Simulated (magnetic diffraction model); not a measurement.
# Which magnetic order? MnFeBr₅

Space group Cmcm (no. 63), a = 4.8710 Å, b = 13.1160 Å, c = 12.8830 Å.

```
site  atom    x       y       z
  4c    Br    0  0.3121     1/4
  8f    Br    0  0.0703  0.8858
  8f    Br    0  0.3360  0.8836
  4c    Fe  1/2  0.2930     1/4
  4b    Mn  1/2       0       0
```

This is a made-up structure (elements placed in a structure type, unrelaxed), so the numbers test the method and describe no known phase.

Only Fe and Mn are taken to order (form factors of Fe3+ and Mn2+); orders and moment sizes are assumed, and not adapted to the symmetry. Radiation: neutrons of λ = 2.52 Å, 5° to 60°; isotropic B of 0.42 Å² (Br), 0.63 Å² (Fe) and 0.47 Å² (Mn). Simulated constant-wavelength pattern: nuclear and magnetic terms add, the magnetic one as |2.695 fm × Σ f S⊥ exp(2πi Q·r) exp(−B s²)|², summed over all Q at one angle with the factor 1/(sin²θ cos θ). For collinear order S is the moment m, which repeats by lattice and centring translations R with the sign exp(−2πi k·R). Free-ion form factors, Sears's scattering lengths of 1992, no absorption; a label names one of the reflections at its angle. The strongest nuclear line in the range is 100, and lines under 0.2 are left out.

Above the ordering temperature:

```
2θ (°)    index      I
 22.15  (0 2 0)   48.2
 22.56  (0 0 2)   62.1
 24.90  (0 2 1)   26.9
 31.83  (0 2 2)   21.6
 32.04  (1 1 0)   18.3
 34.05  (1 1 1)   84.4
 39.54  (1 1 2)    6.8
 41.06  (0 2 3)   16.1
 45.20  (0 4 0)    5.4
 45.57  (1 3 0)   48.1
 46.06  (0 0 4)   11.3
 47.08  (1 3 1)    6.3
 47.50  (1 1 3)   29.6
 51.09  (0 4 2)    8.7
 51.42  (1 3 2)    7.4
 51.68  (0 2 4)   33.5
 57.21  (1 1 4)    0.3
 57.83  (0 4 3)  100.0
 58.14  (1 3 3)   37.5
```

Below it (cell unchanged):

```
2θ (°)     I
 15.86  11.9
 19.47  12.4
 22.15  48.2
 22.33  17.8
 22.56  62.1
 24.90  26.9
 25.06  26.4
 27.70  41.5
 31.66  20.6
 31.83  21.6
 31.95  22.2
 32.04  18.3
 33.69   0.2
 34.05  84.4
 37.84   5.8
 39.23  27.1
 39.54   6.8
 41.06  16.1
 41.16  11.4
 42.23   5.5
 43.84  11.2
 45.20   5.4
 45.57  48.1
 46.06  11.3
 47.08   6.3
 47.50  29.6
 47.53   0.3
 48.40   7.9
 48.90   0.6
 49.02  13.1
 50.34   1.3
 51.09   8.7
 51.42   7.4
 51.68  33.5
 51.76   7.5
 51.85   2.6
```
(The table stops after 36 lines; 12 more lie at higher angle.)

**Question.** Check that the new lines index with k = (1/2 1/2 1), then choose among these models:
A. collinear moments along [100], 4.51 μB on Fe and 4.39 μB on Mn; signs + at (1/2, 0.2930, 1/4), − at (0, 0.2070, 3/4), + at (1/2, 0, 0), + at (1/2, 0, 1/2)
B. collinear moments along [110], 4.51 μB on Fe and 4.39 μB on Mn; signs + at (1/2, 0.2930, 1/4), + at (0, 0.2070, 3/4), + at (1/2, 0, 0), + at (1/2, 0, 1/2)
C. collinear moments along [110], 4.51 μB on Fe and 4.39 μB on Mn; signs + at (1/2, 0.2930, 1/4), − at (0, 0.2070, 3/4), + at (1/2, 0, 0), + at (1/2, 0, 1/2)
D. collinear moments along [100], 4.51 μB on Fe and 4.39 μB on Mn; signs + at (1/2, 0.2930, 1/4), + at (0, 0.2070, 3/4), + at (1/2, 0, 0), + at (1/2, 0, 1/2)

The new lines index as (1/2 1/2 0) at 15.86°, (1/2 1/2 1) at 19.47°, (1/2 -3/2 0) at 22.33° and (1/2 -3/2 1) at 25.06°, that is as H ± k with k = (1/2 1/2 1), one of 2 inequivalent arms of its star (k and −k counted as one), which a powder can't tell apart. Half indices mean that the moments reverse under translations with k·R a half-integer, and the magnetic cell has twice the primitive volume.

Magnetic intensity, observed (below minus above) and for each model:

| 2θ (°) | index | observed | A | B | C | D |
| --- | --- | --- | --- | --- | --- | --- |
| 15.86 | (1/2 1/2 0) | 11.9 | 11.9 | 88.7 | 56.3 | 18.7 |
| 19.47 | (1/2 1/2 1) | 12.4 | 12.4 | 37.0 | 21.4 | 21.4 |
| 22.33 | (1/2 -3/2 0) | 17.8 | 17.8 | <0.2 | 25.2 | <0.2 |
| 25.06 | (1/2 -3/2 1) | 26.4 | 26.4 | 5.4 | 33.9 | 4.2 |
| 27.70 | (1/2 1/2 2) | 41.5 | 41.5 | 3.9 | 50.4 | 3.2 |
| 31.66 | (1/2 5/2 0) | 20.6 | 20.6 | <0.2 | 0.5 | 7.7 |
| 31.95 | (1/2 -3/2 2) | 22.2 | 22.2 | 86.7 | 25.5 | 75.7 |
| 39.23 | (1/2 5/2 2) | 27.1 | 27.1 | 6.6 | 11.2 | 15.9 |

Model A matches.

The structure used: k = (1/2 1/2 1), collinear moments along [100], 4.51 μB on Fe and 4.39 μB on Mn; signs + at (1/2, 0.2930, 1/4), − at (0, 0.2070, 3/4), + at (1/2, 0, 0), + at (1/2, 0, 1/2).

[Logs are printed without paths, hosts, clocks, repeated set-up lines and the standing remarks that a program may print on its own settings, such as how far it seeks lower states.]
